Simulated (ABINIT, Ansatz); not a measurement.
# Be3N2 (R3m): one start, several treatments of the self-energy

Aim: compare treatments of exchange, screening and correlation for the gap of Be3N2 (R3m).

Calculated with ABINIT 10.8.3; LDA and many-body steps on it, plane waves.

## Step 1: Set-up

The structure is trigonal, space group R3m (No. 160). Conventional cell: a = 2.840 Å, b = 2.840 Å, c = 14.599 Å, α = 90.00°, β = 90.00°, γ = 120.00°. Nearest to Be lie 3 N at 1.65 Å. Nearest to Be lie 4 N at 1.66 to 1.84 Å. Nearest to Be lie 4 N at 1.68 to 1.78 Å. N has 5 Be at 1.65 to 1.68 Å nearest. Nearest to N lie 6 Be at 1.78 to 1.84 Å. Farther neighbours and most contacts between anions are not listed.

The cell and positions are those that the Materials Project relaxed with its own functionals (PBE, PBE+U or r2SCAN), kept fixed.

## Step 2: Empty states on the mesh, 4×4×4 mesh, 120 bands

This step: ABINIT 10.8.3; DFT, LDA, plane waves, norm-conserving pseudopotentials.

The sums over transitions need many empty states on a uniform mesh; this step solves for them.

Input file run.abi:

```
acell 3*1.0 Angstrom
rprim 
  1.419805055509 0.819724830995 4.866215662800
  -1.419805055509 0.819724830995 4.866215662800
  -0.000000000000 -1.639449661990 4.866215662800
ntypat 2
znucl 4 7
natom 5
typat 1 1 1 2 2
xred 
  0.859001080000 0.859001080000 0.859001080000
  0.317694560000 0.317694560000 0.317694560000
  0.088806770000 0.088806770000 0.088806770000
  0.204162680000 0.204162680000 0.204162680000
  0.708434910000 0.708434910000 0.708434910000
pp_dirpath "pseudos"
pseudos "Be.upf, N.upf"
ecut 38
ngkpt 4 4 4
nshiftk 1
shiftk 0 0 0
kptopt 1
chksymbreak 0
irdden 1
istwfk *1
nband 120
prtvol 0
optdriver 6
gwr_task "HDIAGO"
paral_kgb 0
occopt 1
indata_prefix "in"
outdata_prefix "out"
tmpdata_prefix "tmp"
```

Started as:

```
> OMP_NUM_THREADS=1 mpirun -n 4 abinit run.abi > log
```

What it wrote:

```text
.Version 10.8.3 of ABINIT. v10.8.2 released Aug 2026.

 Symmetries : space group R3 m (#160); Bravais hR (rhombohedral)
[... echo of the input left out ...]
== DATASET  1 ==================================================================
-   mpi_nproc: 4, omp_nthreads: 1 (-1 if OMP is not activated)

--- !DatasetInfo
iteration_state: {dtset: 1, }
dimensions: {natom: 5, nkpt: 13, mband: 120, nsppol: 1, nspinor: 1, nspden: 1, mpw: 2590, }
cutoff_energies: {ecut:  38.0, pawecutdg:  -1.0, }
[...]
Indirect band gap semiconductor
 Fundamental gap:     2.731 (eV)
   VBM:     5.933 (eV) at k: [ 0.0000E+00,  0.0000E+00,  0.0000E+00]
   CBM:     8.664 (eV) at k: [ 5.0000E-01,  5.0000E-01,  0.0000E+00]
 Direct gap:         3.792 (eV) at k: [ 5.0000E-01,  5.0000E-01,  0.0000E+00]

== END DATASET(S) ==============================================================
================================================================================

 -outvars: echo values of variables after computation  --------
           etotal      0.0000000000E+00
            nband         120
             nkpt          13
          spgroup         160
 [... the other variables as echoed above ...]

 Calculation completed.
```

Run time: 58 s. Hardware: 4 MPI ranks of Arm Neoverse V2, shared host; peak memory 1.7 GiB.

This step gave:

* gap: 2.731 eV
* k of the valence top: 0, 0, 0
* k of the conduction bottom: 0.5, 0.5, 0
* least direct gap: 3.792 eV
* k points computed: 13
* lowest point of the top converged band, above the valence top: 101.1136 eV

On this mesh the gap is 2.731 eV.

The density comes from a self-consistent run that is not shown.

## Step 3: Screening, 4×4×4 mesh, 52 bands, screening to 141.5 eV

The RPA dielectric matrix is built and inverted for each q.

This step: RPA screening on LDA, plane waves, norm-conserving pseudopotentials.

run.abi: that of step 2 with these lines changed.

```diff
@@ -23,10 +23,11 @@
 chksymbreak 0
-irdden 1
 istwfk *1
-nband 120
-prtvol 0
-optdriver 6
-gwr_task "HDIAGO"
-paral_kgb 0
 occopt 1
+irdwfk 1
+optdriver 3
+nband 52
+ecuteps 5.2
+inclvkb 2
+awtr 1
+symchi 1
 indata_prefix "in"
```

What it wrote:

```text
.Version 10.8.3 of ABINIT. v10.8.2 released Aug 2026.

 Symmetries : space group R3 m (#160); Bravais hR (rhombohedral)
[... echo of the input left out ...]
== DATASET  1 ==================================================================
-   mpi_nproc: 4, omp_nthreads: 1 (-1 if OMP is not activated)

--- !DatasetInfo
iteration_state: {dtset: 1, }
dimensions: {natom: 5, nkpt: 13, mband: 52, nsppol: 1, nspinor: 1, nspden: 1, mpw: 2590, }
cutoff_energies: {ecut:  38.0, pawecutdg:  -1.0, }
electrons: {nelect:   2.20000000E+01, charge:   0.00000000E+00, occopt:   1.00000000E+00, tsmear:   1.00000000E-02, }

 SCREENING: Calculation of the susceptibility and dielectric matrices

 Based on a program developped by R.W. Godby, V. Olevano, G. Onida, and L. Reining.
 Incorporated in ABINIT by V. Olevano, G.-M. Rignanese, and M. Torrent.
.Using double precision arithmetic ; gwpc =  8

[... cell and pseudopotentials left out ...]
--------------------------------------------------------------------------------

 ==== K-mesh for the wavefunctions ====
 Number of points in the irreducible wedge :    13
[... list of points left out ...]
 Together with  6 symmetry operations and time-reversal symmetry
 yields    64 points in the full Brillouin Zone.

 ==== Q-mesh for the screening function ====
 Number of points in the irreducible wedge :    13
[... list of points left out ...]
 Together with  6 symmetry operations and time-reversal symmetry
 yields    64 points in the full Brillouin Zone.

 setmesh: FFT mesh size selected  =    40x   40x   40
          total number of points  =        64000

 vcoul_init : cutoff-mode = AUXILIARY_FUNCTION
 q-points for optical limit:   1
     1)      0.000010    0.000020    0.000030

- screening: taking advantage of time-reversal symmetry
- Maximum band index for partially occupied states nbvw = 11
- Remaining bands to be divided among processors   nbcw = 41
- Number of bands treated by each node ~10

 Number of electrons calculated from density =   22.0000; Expected =   22.0000
 average of density, n =  0.095937
 r_s =    1.3551
 omega_plasma =   29.8778 [eV]

 calculating chi0 at frequencies [eV] :
  1    0.000000E+00    0.000000E+00
  2    0.000000E+00    2.987782E+01

--------------------------------------------------------------------------------
  q-point number  1        q = ( 0.000000, 0.000000, 0.000000) [r.l.u.]
--------------------------------------------------------------------------------
[... chi0 elements left out ...]
 For q-point:  0.000010 0.000020 0.000030
  dielectric constant =   4.7641
  dielectric constant without local fields =   5.1741

  Average fulfillment of the sum rule on Im[epsilon] for q-point    1 :     56.60  [%]
[... wings left out ...]
  q-point number  2        q = ( 0.250000, 0.000000, 0.000000) [r.l.u.]
--------------------------------------------------------------------------------
[... chi0 elements left out ...]
  Average fulfillment of the sum rule on Im[epsilon] for q-point    2 :     66.92  [%]

 [... 11 further q-points ...]
```

Elapsed: 44 s, on 4 MPI ranks; peak memory 1.5 GiB.

This step gave:

| Property | Result |
| --- | --- |
| ε∞ with local fields, on this mesh, along the program's q direction | 4.764 |
| the same without local fields | 5.174 |
| plasma frequency | 29.88 eV |
| plane waves in the screening matrix | 129 |

Local fields lower ε∞ by 8 %.

## Step 4: G0W0, Godby-Needs plasmon pole

The self-energy is evaluated for the states that the input lists, and the levels follow from it, in one-shot runs by the linearised quasiparticle equation.

This step: G0W0 on LDA, plane waves, norm-conserving pseudopotentials.

run.abi: that of step 3 with these lines changed.

```diff
@@ -26,8 +26,17 @@
 irdwfk 1
-optdriver 3
+optdriver 4
 nband 52
+gwcalctyp 0
+ecutsigx 38
+symsigma 1
+nkptgw 2
+kptgw 
+  0.0000000000 0.0000000000 0.0000000000
+  0.5000000000 0.5000000000 0.0000000000
+bdgw 
+  10 13
+  10 13
 ecuteps 5.2
-inclvkb 2
-awtr 1
-symchi 1
+irdscr 1
+ppmodel 1
 indata_prefix "in"
```

What it wrote:

```text
.Version 10.8.3 of ABINIT. v10.8.2 released Aug 2026.

 Symmetries : space group R3 m (#160); Bravais hR (rhombohedral)
[... echo of the input left out ...]
== DATASET  1 ==================================================================
-   mpi_nproc: 4, omp_nthreads: 1 (-1 if OMP is not activated)

--- !DatasetInfo
iteration_state: {dtset: 1, }
dimensions: {natom: 5, nkpt: 13, mband: 52, nsppol: 1, nspinor: 1, nspden: 1, mpw: 2590, }
cutoff_energies: {ecut:  38.0, pawecutdg:  -1.0, }
electrons: {nelect:   2.20000000E+01, charge:   0.00000000E+00, occopt:   1.00000000E+00, tsmear:   1.00000000E-02, }

 SIGMA: Calculation of the GW corrections

 Based on a program developped by R.W. Godby, V. Olevano, G. Onida, and L. Reining.
 Incorporated in ABINIT by V. Olevano, G.-M. Rignanese, and M. Torrent.
.Using double precision arithmetic ; gwpc =  8

[... cell and pseudopotentials left out ...]
--------------------------------------------------------------------------------

 ==== K-mesh for the wavefunctions ====
 Number of points in the irreducible wedge :    13
[... list of points left out ...]
 Together with  6 symmetry operations and time-reversal symmetry
 yields    64 points in the full Brillouin Zone.

 ==== Q-mesh for screening function ====
 Number of points in the irreducible wedge :    13
[... list of points left out ...]
 Together with  6 symmetry operations and time-reversal symmetry
 yields    64 points in the full Brillouin Zone.

 vcoul_init : cutoff-mode = AUXILIARY_FUNCTION
 q-points for optical limit:   1
     1)      0.000010    0.000020    0.000030
 setmesh: FFT mesh size selected  =    54x   54x   54
          total number of points  =       157464

 Number of electrons calculated from density =   22.0000; Expected =   22.0000
 average of density, n =  0.095937
 r_s =    1.3551
 omega_plasma =   29.8778 [eV]

 === KS Band Gaps ===
  >>>> For spin  1
   Minimum direct gap =   3.7920 [eV], located at k-point      :   0.5000  0.5000  0.0000
   Fundamental gap    =   2.7311 [eV], Top of valence bands at :   0.0000  0.0000  0.0000
                                       Bottom of conduction at :   0.5000  0.5000  0.0000
 SIGMA fundamental parameters:
 PLASMON POLE MODEL  1
 number of plane-waves for SigmaX                 2557
 number of plane-waves for SigmaC and W            129
 number of plane-waves for wavefunctions          2557
 number of bands                                    52
 number of independent spin polarizations            1
 number of spinorial components                      1
 number of k-points in IBZ                          13
 number of q-points in IBZ                          13
 number of symmetry operations                       6
 number of k-points in BZ                           64
 number of q-points in BZ                           64
 number of frequencies for dSigma/dE                 9
 frequency step for dSigma/dE [eV]                0.25
 number of omega for Sigma on real axis              0
 max omega for Sigma on real axis  [eV]           0.00
 zcut for avoiding poles [eV]                     0.10

 EPSILON^-1 parameters (SCR file):
 dimension of the eps^-1 matrix on file            129
 dimension of the eps^-1 matrix used               129
 number of plane-waves for wavefunctions          2557
 number of bands                                    52
 number of q-points in IBZ                          13
 number of frequencies                               2
 number of real frequencies                          1
 number of imag frequencies                          1

 matrix elements of self-energy operator (all in [eV])

 Perturbative Calculation

--- !SelfEnergy_ee
iteration_state: {dtset: 1, }
kpoint     : [   0.000,    0.000,    0.000, ]
spin       : 1
KS_gap     :    6.136
QP_gap     :    7.716
Delta_QP_KS:    1.580
data: !SigmaeeData |
     Band     E0 <VxcDFT>   SigX SigC(E0)      Z dSigC/dE  Sig(E)    E-E0       E
       10   5.933 -17.556 -21.694   3.619   0.807  -0.239 -17.975  -0.419   5.514
       11   5.933 -17.556 -21.694   3.619   0.807  -0.239 -17.975  -0.419   5.514
       12  12.069 -13.924  -8.230  -4.281   0.821  -0.217 -12.764   1.160  13.229
       13  13.753 -13.224  -6.984  -4.424   0.831  -0.203 -11.714   1.510  15.263

--- !SelfEnergy_ee
iteration_state: {dtset: 1, }
kpoint     : [   0.500,    0.500,    0.000, ]
spin       : 1
KS_gap     :    3.792
QP_gap     :    5.251
Delta_QP_KS:    1.459
data: !SigmaeeData |
     Band     E0 <VxcDFT>   SigX SigC(E0)      Z dSigC/dE  Sig(E)    E-E0       E
       10   4.591 -16.867 -21.327   3.787   0.805  -0.242 -17.408  -0.541   4.050
       11   4.872 -16.774 -20.801   3.479   0.805  -0.242 -17.216  -0.442   4.431
       12   8.664 -11.330  -6.467  -3.657   0.844  -0.185 -10.313   1.018   9.682
       13  13.575 -11.850  -5.860  -4.316   0.842  -0.188 -10.441   1.409  14.984

== END DATASET(S) ==============================================================
================================================================================

 -outvars: echo values of variables after computation  --------
           etotal      0.0000000000E+00
            nband          52
             nkpt          13
          spgroup         160
 [... the other variables as echoed above ...]

 Calculation completed.
```

Wall time 5.3 s (4 MPI ranks); peak memory 0.67 GiB.

Numbers from this step:

* G0W0 gap on the points computed: 4.168 eV
* starting gap on the mesh: 2.731 eV
* k of the valence top: 0, 0, 0
* k of the conduction bottom: 0.5, 0.5, 0
* Z at the valence top: 0.807
* Z at the conduction bottom: 0.844
* least direct G0W0 gap on the computed points: 5.251 eV

The gap on the mesh goes from 2.73 eV to 4.17 eV, a correction of +1.44 eV.

## Step 5: G0W0, Hybertsen-Louie plasmon pole

run.abi: that of step 4 with these lines changed.

```diff
@@ -40,3 +40,3 @@
 irdscr 1
-ppmodel 1
+ppmodel 2
 indata_prefix "in"
```

What it wrote:

```text
.Version 10.8.3 of ABINIT. v10.8.2 released Aug 2026.

 Symmetries : space group R3 m (#160); Bravais hR (rhombohedral)
[... echo of the input left out ...]
== DATASET  1 ==================================================================
-   mpi_nproc: 4, omp_nthreads: 1 (-1 if OMP is not activated)

--- !DatasetInfo
iteration_state: {dtset: 1, }
dimensions: {natom: 5, nkpt: 13, mband: 52, nsppol: 1, nspinor: 1, nspden: 1, mpw: 2590, }
cutoff_energies: {ecut:  38.0, pawecutdg:  -1.0, }
electrons: {nelect:   2.20000000E+01, charge:   0.00000000E+00, occopt:   1.00000000E+00, tsmear:   1.00000000E-02, }

 SIGMA: Calculation of the GW corrections

 Based on a program developped by R.W. Godby, V. Olevano, G. Onida, and L. Reining.
 Incorporated in ABINIT by V. Olevano, G.-M. Rignanese, and M. Torrent.
.Using double precision arithmetic ; gwpc =  8

[... cell and pseudopotentials left out ...]
--------------------------------------------------------------------------------

 ==== K-mesh for the wavefunctions ====
 Number of points in the irreducible wedge :    13
[... list of points left out ...]
 Together with  6 symmetry operations and time-reversal symmetry
 yields    64 points in the full Brillouin Zone.

 ==== Q-mesh for screening function ====
 Number of points in the irreducible wedge :    13
[... list of points left out ...]
 Together with  6 symmetry operations and time-reversal symmetry
 yields    64 points in the full Brillouin Zone.

 vcoul_init : cutoff-mode = AUXILIARY_FUNCTION
 q-points for optical limit:   1
     1)      0.000010    0.000020    0.000030
 setmesh: FFT mesh size selected  =    54x   54x   54
          total number of points  =       157464

 Number of electrons calculated from density =   22.0000; Expected =   22.0000
[...]
number of omega for Sigma on real axis              0
 max omega for Sigma on real axis  [eV]           0.00
 zcut for avoiding poles [eV]                     0.10

 EPSILON^-1 parameters (SCR file):
 dimension of the eps^-1 matrix on file            129
 dimension of the eps^-1 matrix used               129
 number of plane-waves for wavefunctions          2557
 number of bands                                    52
 number of q-points in IBZ                          13
 number of frequencies                               2
 number of real frequencies                          1
 number of imag frequencies                          1

 matrix elements of self-energy operator (all in [eV])

 Perturbative Calculation

--- !SelfEnergy_ee
iteration_state: {dtset: 1, }
kpoint     : [   0.000,    0.000,    0.000, ]
spin       : 1
KS_gap     :    6.136
QP_gap     :    7.848
Delta_QP_KS:    1.713
data: !SigmaeeData |
     Band     E0 <VxcDFT>   SigX SigC(E0)      Z dSigC/dE  Sig(E)    E-E0       E
       10   5.933 -17.556 -21.694   3.381   0.856  -0.168 -18.204  -0.648   5.285
       11   5.933 -17.556 -21.694   3.381   0.856  -0.168 -18.204  -0.648   5.285
       12  12.069 -13.924  -8.230  -4.463   0.865  -0.156 -12.859   1.065  13.134
[...]
--- !SelfEnergy_ee
iteration_state: {dtset: 1, }
kpoint     : [   0.500,    0.500,    0.000, ]
spin       : 1
KS_gap     :    3.792
QP_gap     :    5.375
Delta_QP_KS:    1.583
data: !SigmaeeData |
     Band     E0 <VxcDFT>   SigX SigC(E0)      Z dSigC/dE  Sig(E)    E-E0       E
[...]
12   8.664 -11.330  -6.467  -3.872   0.878  -0.139 -10.460   0.871   9.535
       13  13.575 -11.850  -5.860  -4.625   0.874  -0.144 -10.657   1.194  14.769

== END DATASET(S) ==============================================================
================================================================================

 -outvars: echo values of variables after computation  --------
           etotal      0.0000000000E+00
            nband          52
             nkpt          13
          spgroup         160
 [... the other variables as echoed above ...]

 Calculation completed.
```

The job ended after 5.3 s (4 MPI ranks; peak memory 0.63 GiB).

This step gave:

| Quantity | Value |
| --- | --- |
| G0W0 gap on the points computed | 4.25 eV |
| starting gap on the mesh | 2.731 eV |
| k of the valence top | 0, 0, 0 |
| k of the conduction bottom | 0.5, 0.5, 0 |
| Z at the valence top | 0.856 |
| Z at the conduction bottom | 0.878 |
| least direct G0W0 gap on the computed points | 5.375 eV |

Against G0W0 in ABINIT (4×4×4 mesh, 52 bands, screening to 141.5 eV, Godby-Needs plasmon pole), the gap moves by +0.082 eV.

## Step 6: G0W0, von der Linden-Horsch plasmon pole

run.abi: that of step 5 with these lines changed.

```diff
@@ -40,3 +40,3 @@
 irdscr 1
-ppmodel 2
+ppmodel 3
 indata_prefix "in"
```

What it wrote:

```text
.Version 10.8.3 of ABINIT. v10.8.2 released Aug 2026.

 Symmetries : space group R3 m (#160); Bravais hR (rhombohedral)
[... echo of the input left out ...]
== DATASET  1 ==================================================================
-   mpi_nproc: 4, omp_nthreads: 1 (-1 if OMP is not activated)

--- !DatasetInfo
iteration_state: {dtset: 1, }
dimensions: {natom: 5, nkpt: 13, mband: 52, nsppol: 1, nspinor: 1, nspden: 1, mpw: 2590, }
cutoff_energies: {ecut:  38.0, pawecutdg:  -1.0, }
[...]
Band     E0 <VxcDFT>   SigX SigC(E0)      Z dSigC/dE  Sig(E)    E-E0       E
[...]
12   8.664 -11.330  -6.467  -3.987   0.882  -0.134 -10.558   0.772   9.436
       13  13.575 -11.850  -5.860  -4.567   0.882  -0.134 -10.595   1.255  14.830

== END DATASET(S) ==============================================================
================================================================================

 -outvars: echo values of variables after computation  --------
           etotal      0.0000000000E+00
            nband          52
             nkpt          13
          spgroup         160
 [... the other variables as echoed above ...]

 Calculation completed.
```

Run time: 4.6 s. Hardware: 4 MPI ranks; peak memory 0.61 GiB; 18 s of CPU time.

Numbers from this step:

```
G0W0 gap on the points computed              : 4.086 eV
starting gap on the mesh                     : 2.731 eV
k of the valence top                         : 0, 0, 0
k of the conduction bottom                   : 0.5, 0.5, 0
least direct G0W0 gap on the computed points : 5.215 eV
```

Against G0W0 in ABINIT (4×4×4 mesh, 52 bands, screening to 141.5 eV, Godby-Needs plasmon pole), the gap moves by −0.082 eV.

(Part 1 of 2 ends here.)

[Paths, hosts, dates, memory and timing lines, banners, echoed tables and standing remarks are left out of the program output.]

[Logs are printed without paths, hosts, clocks, repeated set-up lines and the standing remarks that a program may print on its own settings, such as how far it seeks lower states.]

[Runs of the session that timed out or met a known fault of the program may be left out.]

[Hosts, paths, dates, database ids (printed as entryN), source tags and the programs' standing remarks are cut or masked in the printed files.]

[G0W0 gaps are taken among the corrected bands and points alone; a level outside them can change the order at an edge.]

[Where Ansatz stands beside ABINIT at settings called matched, ABINIT's density can come from a denser mesh and the files from another edition; pairs whose starting gaps differed by over 0.03 eV were left out, so agreement reads better than it is.]
